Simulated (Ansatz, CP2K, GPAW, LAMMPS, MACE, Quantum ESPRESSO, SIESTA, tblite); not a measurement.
**Cu22Zr78 (at. %) with crystalline order left by the classical run (65 atoms): forces by two methods**

65 atoms (14 Cu, 51 Zr) placed at random at 6.15 g/cm³, melted at 2200 K for 10 ps at fixed volume with the Finnis-Sinclair Cu-Zr potential (Mendelev, file CuZr_mm.eam.fs of the LAMMPS distribution). Quenched from 2200 K to 300 K at 3 K/ps and zero pressure, held 5 ps, then minimised at fixed cell.

Two calculations on one geometry. First: Kohn-Sham DFT, PBE, PAW, plane waves (Ansatz 0.2.0; cutoff 420 eV, Γ point, fermi-dirac smearing of 0.05 eV; PAW set soft_2). Second: machine-learned interatomic potential MACE MP-0b3 medium, trained on PBE(+U) plane-wave data (MACE MP-0b3 medium).

Cell vectors (Å):

```
11.101 0.000 0.000
0.000 11.101 0.000
0.000 0.000 11.101
```

Atom, position (Å) and force of the first calculation (eV/Å):

```
1 Cu 7.461 7.996 0.755 -0.229 0.066 -0.115
2 Cu 8.536 7.002 8.283 0.232 0.160 -0.052
3 Cu 6.681 10.817 5.348 0.087 -0.088 -0.062
4 Cu 7.415 3.946 1.870 0.228 0.194 0.250
5 Cu 0.931 9.739 2.614 -0.200 -0.222 -0.001
6 Cu 6.505 7.731 9.376 0.033 0.087 0.055
7 Cu 8.609 0.553 0.572 0.256 0.011 0.190
8 Cu 0.428 4.702 10.718 0.108 0.191 -0.025
9 Cu 10.245 8.669 6.944 0.060 0.156 0.216
10 Cu 4.160 0.396 5.915 0.260 0.286 -0.091
11 Cu 2.458 7.887 9.579 -0.111 0.130 -0.253
12 Cu 8.006 8.515 4.524 -0.001 -0.030 0.172
13 Cu 2.056 9.331 0.384 0.123 -0.062 0.232
14 Cu 0.578 2.192 9.618 0.167 -0.111 -0.209
15 Zr 4.427 4.232 2.430 -0.479 0.407 -0.245
16 Zr 6.648 10.485 10.436 -0.235 -0.352 -0.739
17 Zr 4.491 3.247 9.879 -0.141 0.627 -0.250
18 Zr 9.370 0.690 8.665 0.218 -0.053 0.016
19 Zr 5.930 1.086 8.068 -0.560 -0.625 -0.283
20 Zr 0.223 0.163 0.250 -0.256 0.005 0.157
21 Zr 0.056 7.805 4.350 0.048 0.014 -0.530
22 Zr 0.975 10.013 8.575 -0.485 -0.283 0.117
23 Zr 0.249 7.378 0.800 -0.144 -0.107 0.224
24 Zr 5.452 1.866 4.185 -0.348 -0.778 -0.147
25 Zr 2.100 7.797 6.594 0.403 0.136 0.107
26 Zr 8.906 6.309 2.710 -0.146 0.308 0.126
27 Zr 5.629 1.707 1.163 -0.142 -0.145 0.170
28 Zr 7.544 2.708 10.199 0.225 0.639 -0.359
29 Zr 7.961 2.258 6.284 0.262 -0.090 0.015
30 Zr 5.962 7.005 2.903 -0.651 -0.310 0.079
31 Zr 8.147 1.454 3.078 0.543 -0.082 -0.487
32 Zr 4.372 9.461 8.077 -0.010 0.521 0.112
33 Zr 6.406 10.048 2.585 -0.095 0.037 0.259
34 Zr 4.432 9.089 4.854 -0.121 -0.117 -0.152
35 Zr 9.860 3.967 8.328 0.016 0.178 0.109
36 Zr 1.583 10.534 5.312 0.408 -0.002 -0.031
37 Zr 2.567 1.367 7.773 0.045 -0.082 0.770
38 Zr 2.227 2.640 0.951 -0.295 0.214 -0.603
39 Zr 4.606 8.510 0.313 0.109 -0.123 -0.158
40 Zr 9.180 6.143 5.913 -0.726 -0.193 0.170
41 Zr 0.924 4.994 5.843 0.230 0.417 0.023
42 Zr 3.339 11.061 2.500 0.014 0.350 0.280
43 Zr 2.042 4.268 8.477 -0.028 0.170 0.281
44 Zr 0.157 6.700 8.629 -0.147 -0.437 0.313
45 Zr 2.899 5.767 0.228 -0.087 -0.038 0.163
46 Zr 0.166 1.258 3.133 -0.095 -0.115 -0.133
47 Zr 2.532 2.585 4.470 -0.002 -0.210 0.173
48 Zr 8.856 5.769 10.748 -0.165 -0.033 -0.516
49 Zr 9.560 10.741 5.270 -0.655 0.180 -0.084
50 Zr 3.515 0.318 10.380 0.109 -0.385 0.232
51 Zr 6.902 4.766 8.031 0.300 0.247 0.372
52 Zr 2.818 7.663 2.744 -0.457 -0.103 0.009
53 Zr 9.370 8.993 10.101 0.349 0.039 -0.011
54 Zr 7.640 9.513 7.480 0.150 -0.199 0.242
55 Zr 6.735 4.560 4.602 0.363 0.219 -0.047
56 Zr 9.716 3.714 4.185 0.167 0.142 0.038
57 Zr 6.202 7.223 6.237 0.347 -0.121 -0.274
58 Zr 4.544 3.411 6.668 0.095 0.468 0.321
59 Zr 9.389 9.528 2.228 0.287 -0.191 -0.080
60 Zr 3.713 5.771 4.975 0.322 0.060 -0.145
61 Zr 5.956 5.559 0.066 0.359 -0.062 -0.062
62 Zr 0.988 4.979 2.755 0.284 0.050 -0.302
63 Zr 9.996 3.069 0.947 0.182 -0.003 0.117
64 Zr 4.240 6.280 8.308 -0.072 -0.138 0.387
65 Zr 0.078 2.080 6.396 -0.304 -0.815 -0.050
```

Q: Give the forces of the second method.

Atom and force (eV/Å):

```
1 -0.143 0.004 0.034
2 0.077 -0.033 0.052
3 0.055 -0.105 -0.009
4 0.015 0.179 0.110
5 0.039 -0.070 0.038
6 -0.180 0.011 0.143
7 0.273 -0.088 0.111
8 0.092 0.224 -0.003
9 0.177 -0.121 0.093
10 0.028 -0.089 -0.057
11 -0.052 0.058 -0.044
12 -0.041 -0.033 0.005
13 -0.023 -0.081 0.100
14 0.030 -0.146 -0.076
15 -0.240 0.241 -0.012
16 0.139 -0.207 -0.272
17 -0.289 0.377 -0.110
18 0.129 -0.014 0.024
19 -0.281 -0.230 -0.275
20 0.036 0.094 -0.047
21 -0.105 0.020 -0.329
22 -0.291 0.099 0.037
23 -0.098 0.093 0.216
24 -0.012 -0.549 -0.011
25 0.118 0.133 -0.027
26 0.128 -0.138 -0.068
27 0.040 0.050 0.100
28 0.381 0.331 0.127
29 -0.032 0.006 0.045
30 -0.288 -0.100 0.214
31 0.037 -0.006 -0.190
32 -0.062 0.165 0.072
33 -0.093 0.223 0.131
34 0.136 0.307 -0.133
35 0.124 0.018 0.132
36 0.016 0.096 0.058
37 0.261 -0.141 0.266
38 -0.294 -0.170 -0.134
39 0.043 -0.105 -0.174
40 -0.415 0.185 0.042
41 -0.076 0.256 0.335
42 -0.140 0.055 0.093
43 -0.341 0.131 0.229
44 -0.062 -0.005 0.229
45 -0.119 0.052 -0.226
46 -0.031 0.058 -0.113
47 -0.152 -0.089 0.124
48 0.197 -0.055 -0.279
49 -0.020 -0.138 -0.250
50 -0.125 -0.373 -0.021
51 0.041 0.119 0.216
52 -0.313 -0.066 -0.165
53 0.346 0.062 0.013
54 -0.099 0.085 0.061
55 0.251 0.234 -0.206
56 0.018 -0.093 -0.248
57 0.230 -0.103 0.066
58 -0.032 0.162 0.016
59 0.002 -0.042 0.069
60 0.166 -0.122 -0.192
61 0.233 -0.033 0.001
62 0.384 -0.044 -0.434
63 -0.021 0.010 0.040
64 0.170 -0.042 0.417
65 0.056 -0.505 0.051
```

The two sets differ by 209 meV/Å r.m.s., 76 % of the r.m.s. force of the Ansatz run. Machine-learned potentials mimic data converged in k, so the reference's own k-point error enters their differences. The network of bonds at the start is that of the classical potential that made the cell, and needn't be the one that DFT or experiment would give. The electronic-structure runs sample only Γ, in a cell whose shortest periodic width is 11 Å, which is coarse for a cell with partly filled levels.

[Logs are printed without paths, hosts, clocks, repeated set-up lines and the standing remarks that a program may print on its own settings, such as how far it seeks lower states.]

[Hosts, paths, dates, database ids (printed as entryN), source tags and the programs' standing remarks are cut or masked in the printed files.]
